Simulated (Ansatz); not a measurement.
# A convergence test on Diamond (Fd-3m, 2 atoms a cell): wavefunction cutoff

How far can the wavefunction cutoff be lowered for the gap of Diamond (Fd-3m, 2 atoms a cell)?

Calculated with Ansatz 0.2.0; DFT, PBE, plane waves, PAW; PAW set soft_1.

## (1) The starting structure

It takes space group Fd-3m (No. 227, cubic). Conventional cell: a = 3.567 Å, b = 3.567 Å, c = 3.567 Å, α = 90.00°, β = 90.00°, γ = 90.00°. C has 4 C at 1.54 Å nearest.

As a file:

```cif
data_structure
_symmetry_space_group_name_H-M 'Fd-3m:1'
_symmetry_Int_Tables_number 227
_cell_length_a 3.5667
_cell_length_b 3.5667
_cell_length_c 3.5667
_cell_angle_alpha 90.000
_cell_angle_beta 90.000
_cell_angle_gamma 90.000
_cell_volume 45.37
loop_
_atom_site_label
_atom_site_type_symbol
_atom_site_symmetry_multiplicity
_atom_site_Wyckoff_symbol
_atom_site_fract_x
_atom_site_fract_y
_atom_site_fract_z
_atom_site_occupancy
C1 C 8 b 0.00000 0.00000 0.50000 1
```

The cell and positions come from the Crystallography Open Database and are kept as given unless a step says otherwise.

## (2) Wavefunction cutoff: 190 eV

Contents of input.yaml:

```yaml
crystal:
  lattice:
    - [0.0, 1.78337, 1.78337]
    - [1.78337, 0.0, 1.78337]
    - [1.78337, 1.78337, 0.0]
  atoms:
    - { symbol: C, position: [0.0, 0.0, 0.0] }
    - { symbol: C, position: [0.25, 0.25, 0.25] }
kpoints:
  mp_grid: { grid: [12, 12, 12] }
  band_path:
    path:
      - [0.0, 0.0, 0.0]
      - [0.5, 0.0, 0.5]
      - [0.625, 0.25, 0.625]
      - [0.375, 0.375, 0.75]
      - [0.5, 0.5, 0.5]
      - [0.5, 0.25, 0.75]
      - [0.35, 0.0, 0.35]
    npoints: 1
hamiltonian:
  xc: pbe
  pseudopotentials: { kind: paw, azcp: { folder: soft_1 } }
scf:
  occupations: { method: fermi_dirac, width: 0.02 }
  n_extra_bands: 4
  max_iter: 80
output:
  eigenvalues: true
  forces: true
  stress: true
  write_density: true
  write_potential: true
  elf: true
  volumetric_format: npy
basis:
  ecutwfc: 190.0
```

On the command line:

```console
$ ansatz run input.yaml --threads 3 --pin off --max-ram 92160MiB --backend cuda --events-out ev --progress --plain --runs-dir out --devices 1 --max-vram 13GiB
```

Numbers of over 12 decimals in the logs are rounded to 6 here.

Log:

```text
Warning: basis.ecutwfc = 190 eV is below the records' recommended 420 eV, and the density's cutoff is lower with it unless basis.ecutrho_ratio is high enough to keep the records' density cutoff: compare with a run at a higher cutoff
scf.n_extra_bands = 4 over 4 filled bands (N_el = 8.0): the run solves 8 bands
GPUs: using 1 of 1 available (devices: 1).
Engine: ansatz 0.2.0, x86_64-unknown-linux-gnu
Pseudopotentials: kind: paw
Pseudopotential: C, paw, valence charge 4, recommended cutoff 420 eV (normal), soft_1/C.paw.azcp
Functional definition: PBE
  parameter kappa = 0.804
  parameter beta = 0.066725
  exchange = pbe_x(kappa = kappa, mu = beta*pi^2/3)
  correlation = pbe_c(beta = beta)
device memory: the entry about to start is reckoned to put 1.2 GiB on a device that reports 39.7 GiB free (of which the cap on the GPU budget leaves the run 13.0 GiB)
GPU FFT provider: cuFFT
GPU libraries: cuBLAS 13.8.2, cuFFT 12.4.0, cuSOLVER 12.3.4
Crystal: 2 atoms, lattice volume = 11.344 Å³
Basis set: ecut = 190 eV, 65 PW (Γ), exchange–correlation on 24×24×24 points (8 copies of the dense FFT grid, shifted against one another)
Bands: 8, of which v1, the nominal top of the filled ones, is band 4 counted from 1 (3 counted from 0)
Symmetry: 48 space group operations
Space group: Fd-3m (ITA 227), of the structure as read, at distance tolerance 2.2e-5 Å
k-points: 72 of 1728
Non-local potential: C, projectors of the file, l = 0: 2, l = 1: 2, l = 2: 1
PAW form: soft (Blöchl's): semilocal exchange-correlation on the pseudo side does not see the compensation charge
PAW one-centre angular grid: C, 110 points (default); XC on 64 Gauss nodes
Initial density: superposition of atomic densities (chi_scale 0.1, normalization cell)
Initial wavefunctions: pseudopotential atomic-orbital guess
GPU buffer pool allocated for 1728 grid points (all kernels)
GPU transforms: local potential and band sums: the whole-box path, slower on large boxes, on 12×12×12 (no pruned transform is built for box sides of 12 points)
Functional: x = pbe(κ = 0.804, μ = 0.219515), c = pbe(β = 0.066725)
SCF iter   1: F=—  HF=-497.872626 eV  |F-HF|=—  |Δ(HF+E_count)|=         —  Δρ=1.46e-1  dr2=1.26e0  ethr=3.10e-3  ⟨swp⟩=4.0  Hψ=3690  notcnv=0
preconditioner: auto → none  [insulator: Δε(μ)=3.835 eV  Ē_g=19.934 eV  σ=0.020 eV  W_gap=1.00  n_scr=0 (ndim 8)  ℏωp=31.2 eV  f_vac=0.000  D(μ)=0.00/eV (n_scr^D=0)  ε∞_Penn≈3.4]
SCF iter   2: F=—  HF=-497.649969 eV  |F-HF|=—  |Δ(HF+E_count)|=   2.23e-1  Δρ=7.03e-2  dr2=2.84e-1  ethr=3.10e-3  ⟨swp⟩=2.0  Hψ=1438  notcnv=0
SCF iter   3: F=—  HF=-497.597683 eV  |F-HF|=—  |Δ(HF+E_count)|=   5.23e-2  Δρ=1.78e-3  dr2=1.60e-4  ethr=3.10e-3  ⟨swp⟩=2.8  Hψ=1014  notcnv=0
SCF iter   4: F=—  HF=-497.597878 eV  |F-HF|=—  |Δ(HF+E_count)|=   1.96e-4  Δρ=4.16e-4  dr2=5.32e-6  ethr=2.00e-6  ⟨swp⟩=2.4  Hψ=860  notcnv=0
SCF iter   5: F=—  HF=-497.597612 eV  |F-HF|=—  |Δ(HF+E_count)|=   2.67e-4  Δρ=2.23e-5  dr2=1.93e-8  ethr=1.25e-9  ⟨swp⟩=6.5  Hψ=3866  notcnv=0
SCF iter   6: F=-497.597612 eV  HF=-497.597612 eV  |F-HF|=7.73e-11  |Δ(HF+E_count)|=   1.98e-8  Δρ=1.18e-6  dr2=6.27e-11  ethr=2.41e-10  ⟨swp⟩=4.1  Hψ=2544  notcnv=0
SCF 1 converged in 6 iterations: F = -497.597612 eV  dr2 = 6.27e-11
[...]
device memory: the entry about to start is reckoned to put 0.6 GiB on a device that reports 39.7 GiB free (of which the cap on the GPU budget leaves the run 13.0 GiB)
NSCF: frozen V_eff on 7 k-points
SCF converged after 6 iterations
Free energy (F): -497.597612 eV
Harris-Foulkes:  -497.597612 eV  (|F-HF|=7.73e-11)
Internal energy: -497.597612 eV  (E = F + TS)
E sigma→0 (E₀):  -497.597612 eV
Fermi energy:    15.828102 eV
--- Per-component energies (eV) ---
  E_band       = 36.979437
  E_kinetic    = 182.383151
  E_local      = -101.701578  (includes V_loc(G=0)·N_el)
  E_nonlocal   = 39.277906
  E_hartree    = 24.928057
  E_xc         = -97.814098
  E_vxc        = -120.961644  (∫ρ·V_xc dr)
  E_paw        = -196.711045  (= ΣΔE_a)
  E_vpaw       = -11.875828  (= ΣTr[D̂ρ^β])
  E_aug_tail   = 0.001358  (compensation charges beyond the density's cutoff)
  E_ewald      = -347.961363
  E_smearing   = -0.000000  (= −TS)
  E_closure    = 0.000000  (closes the sum)
  Σ components = -497.597612   (vs F -497.597612, Δ=0.00e0)
--- Forces (eV/Å), atoms counted from 1 ---
  atom   1  C      0.00000000     0.00000000     0.00000000
  atom   2  C      0.00000000    -0.00000000     0.00000000
  max |Σ_I F_I| component: 1.30e-16 eV/Å
--- Stress (GPa, compression-positive) ---
       43.063613      -0.000000       0.000000
        0.000000      43.063613       0.000000
        0.000000      -0.000000      43.063613
  P = ⅓ Tr σ = 43.0636 GPa (430.636 kbar)
--- Band table (eV; the first three rows and the last of 72) ---
  k-point 0: bands = ["-8.2856", "14.1407", "14.1407", "14.1407", "19.4145", "19.4145", "19.4145", "26.2766"]
  k-point 1: bands = ["-8.0878", "12.8240", "13.8161", "13.8161", "20.0051", "20.0051", "20.2689", "26.5931"]
  k-point 2: bands = ["-7.5054", "10.1533", "13.1205", "13.1205", "20.9372", "20.9372", "21.1354", "27.4920"]
  k-point 71: bands = ["1.3248", "1.3248", "5.3190", "5.3190", "24.6125", "24.6125", "25.9783", "25.9783"]
```

Run time: 9.6 s. Hardware: 1 × NVIDIA H100 80GB HBM3 (shared by 6 runs) with 3 threads of AMD EPYC 7R13 (Zen 3), shared host; peak memory 0.88 GiB; 10 s of CPU time.

In the SCF lines HF is the Harris–Foulkes energy and dr2 the Hartree energy of the density residual, in eV; the loop may stop once dr2 is under the threshold and the program's other checks hold. Hψ counts applications of the Hamiltonian.

Numbers from this step:

| Quantity | Value |
| --- | --- |
| pressure | 43.06 GPa |
| gap | 3.359 eV |
| valence top at | Γ |
| conduction bottom at | k = (0.350, 0.000, 0.350) |
| least direct gap | 5.274 eV |

The gap is indirect, with the least direct gap 1.91 eV higher.

## (3) Wavefunction cutoff: 290 eV

Edit input.yaml of step 2 so:

```diff
@@ -24,3 +24,3 @@
 scf:
-  occupations: { method: fermi_dirac, width: 0.02 }
+  occupations: { method: fixed }
   n_extra_bands: 4
@@ -31,7 +31,3 @@
   stress: true
-  write_density: true
-  write_potential: true
-  elf: true
-  volumetric_format: npy
 basis:
-  ecutwfc: 190.0
+  ecutwfc: 290.0
```

Log:

```text
[...]
GPUs: using 1 of 1 available (devices: 1).
[...]
GPU FFT provider: cuFFT
GPU libraries: cuBLAS 13.8.2, cuFFT 12.4.0, cuSOLVER 12.3.4
Crystal: 2 atoms, lattice volume = 11.344 Å³
Basis set: ecut = 290 eV, 137 PW (Γ), exchange–correlation on 30×30×30 points (8 copies of the dense FFT grid, shifted against one another)
[...]
Free energy (F): -501.393789 eV
[...]
Internal energy: -501.393789 eV  (E = F + TS)
E sigma→0 (E₀):  -501.393789 eV
Fermi energy:    13.364659 eV
[...]
--- Stress (GPa, compression-positive) ---
        3.238863      -0.000000      -0.000000
       -0.000000       3.238863      -0.000000
        0.000000       0.000000       3.238863
  P = ⅓ Tr σ = 3.2389 GPa (32.389 kbar)
--- Band table (eV; the first three rows and the last of 72) ---
[...]
[key lines of the parts left out:]
SCF converged after 6 iterations
```

The job ended after 6.8 s (1 × NVIDIA H100 80GB HBM3 (shared by 6 runs) with 3 threads; peak memory 0.86 GiB).

This step gave:

- pressure: 3.239 GPa
- gap: 4.129 eV
- valence top at: Γ
- conduction bottom at: k = (0.350, 0.000, 0.350)
- least direct gap: 5.595 eV

The gap is 4.129 eV, +0.770 eV from the run before at this level.

## (4) Wavefunction cutoff: 420 eV (the default)

input.yaml, the sections that differ from step 3:

```yaml
kpoints:
  mp_grid: { grid: [12, 12, 12] }
  band_path:
    path:
      - [[0.0, 0.0, 0.0], [0.5, 0.0, 0.5], [0.625, 0.25, 0.625]]
      - [[0.375, 0.375, 0.75], [0.0, 0.0, 0.0], [0.5, 0.5, 0.5], [0.5, 0.25, 0.75], [0.5, 0.0, 0.5]]
    npoints: 10
scf:
  occupations: { method: fermi_dirac, width: 0.02 }
  n_extra_bands: 4
output:
  eigenvalues: true
  forces: true
  stress: true
  write_density: true
  write_potential: true
  elf: true
  volumetric_format: npy
# crystal, hamiltonian: as in step 3
# basis: removed
```

Log:

```text
[...]
GPUs: using 1 of 1 available (devices: 1).
[...]
GPU FFT provider: cuFFT
GPU libraries: cuBLAS 13.8.2, cuFFT 12.4.0, cuSOLVER 12.3.4
Crystal: 2 atoms, lattice volume = 11.344 Å³
Basis set: ecut = 420 eV, 229 PW (Γ), exchange–correlation on 36×36×36 points (8 copies of the dense FFT grid, shifted against one another)
[...]
Free energy (F): -501.614533 eV
[...]
Internal energy: -501.614533 eV  (E = F + TS)
E sigma→0 (E₀):  -501.614533 eV
Fermi energy:    15.420066 eV
[...]
--- Stress (GPa, compression-positive) ---
        1.793653       0.000000       0.000000
       -0.000000       1.793653       0.000000
       -0.000000       0.000000       1.793653
  P = ⅓ Tr σ = 1.7937 GPa (17.937 kbar)
--- Band table (eV; the first three rows and the last of 72) ---
[...]
[key lines of the parts left out:]
SCF converged after 6 iterations
```

It took 12 s on 1 × NVIDIA H100 80GB HBM3 (shared by 6 runs) with 3 threads; peak memory 0.88 GiB.

Numbers from this step:

```
pressure             : 1.794 GPa
gap                  : 4.141 eV
valence top at       : Γ
conduction bottom at : k = (0.350, 0.000, 0.350)
least direct gap     : 5.592 eV
```

The gap is 4.141 eV, +0.012 eV from the run before at this level.

## (5) Wavefunction cutoff: 630 eV

input.yaml, the sections that differ from step 4:

```yaml
kpoints:
  mp_grid: { grid: [12, 12, 12] }
  band_path:
    path:
      - [0.0, 0.0, 0.0]
      - [0.5, 0.0, 0.5]
      - [0.625, 0.25, 0.625]
      - [0.375, 0.375, 0.75]
      - [0.5, 0.5, 0.5]
      - [0.5, 0.25, 0.75]
      - [0.35, 0.0, 0.35]
    npoints: 1
scf:
  occupations: { method: fixed }
  n_extra_bands: 4
  max_iter: 80
output:
  eigenvalues: true
  forces: true
  stress: true
basis:
  ecutwfc: 630.0
# crystal, hamiltonian: as in step 4
```

Log:

```text
[...]
GPUs: using 1 of 1 available (devices: 1).
[...]
GPU FFT provider: cuFFT
GPU libraries: cuBLAS 13.8.2, cuFFT 12.4.0, cuSOLVER 12.3.4
Crystal: 2 atoms, lattice volume = 11.344 Å³
Basis set: ecut = 630 eV, 411 PW (Γ), exchange–correlation on 48×48×48 points (8 copies of the dense FFT grid, shifted against one another)
[...]
Free energy (F): -501.618543 eV
[...]
Internal energy: -501.618543 eV  (E = F + TS)
E sigma→0 (E₀):  -501.618543 eV
Fermi energy:    13.345477 eV
[...]
--- Stress (GPa, compression-positive) ---
        1.803511       0.000000      -0.000000
       -0.000000       1.803511       0.000000
       -0.000000       0.000000       1.803511
  P = ⅓ Tr σ = 1.8035 GPa (18.035 kbar)
--- Band table (eV; the first three rows and the last of 72) ---
[...]
[key lines of the parts left out:]
SCF converged after 6 iterations
```

It took 6.5 s on 1 × NVIDIA H100 80GB HBM3 (shared by 6 runs) with 3 threads; peak memory 0.87 GiB; 6 s of CPU time.

This step gave:

```
pressure             : 1.804 GPa
gap                  : 4.143 eV
valence top at       : Γ
conduction bottom at : k = (0.350, 0.000, 0.350)
least direct gap     : 5.594 eV
```

The gap is 4.143 eV, +0.002 eV from the run before at this level.

## (6) The series

Differences are against the last row; a negative gap means that bands overlap, and a run with a band path holds that path's time. Times are wall times on 1 × NVIDIA H100 80GB HBM3 (shared by 6 runs) with 3 threads of AMD EPYC 7R13 (Zen 3), shared host, good to a factor of about two.

```csv
wavefunction cutoff,gap (eV),direct gap (eV),gap error (eV),energy error (meV/atom),irreducible k,time
190 eV,3.359,5.274,−0.783,+2010.5,72,9.6 s
290 eV,4.129,5.595,−0.014,+112.4,72,6.8 s
420 eV,4.141,5.592,−0.002,+2.0,72,12 s
630 eV,4.143,5.594,+0.000,+0.0,72,6.5 s
```

## (7) Results

```yaml
190_ev: 3.359 eV
290_ev: 4.129 eV
420_ev: 4.141 eV
630_ev: 4.143 eV
```

In words: The gap holds to 0.02 eV from 290 eV on. At 190 eV the gap is off by −0.783 eV and the energy by +2010 meV/atom.

[Paths, hosts, dates, memory and timing lines, banners, echoed tables and standing remarks are left out of the program output.]

[Logs are printed without paths, hosts, clocks, repeated set-up lines and the standing remarks that a program may print on its own settings, such as how far it seeks lower states.]

[Runs of the session that timed out or met a known fault of the program may be left out.]

[Cells called generated may have been cut or substituted from an entry of the Crystallography Open Database or the Materials Project.]

[Hosts, paths, dates, database ids (printed as entryN), source tags and the programs' standing remarks are cut or masked in the printed files.]
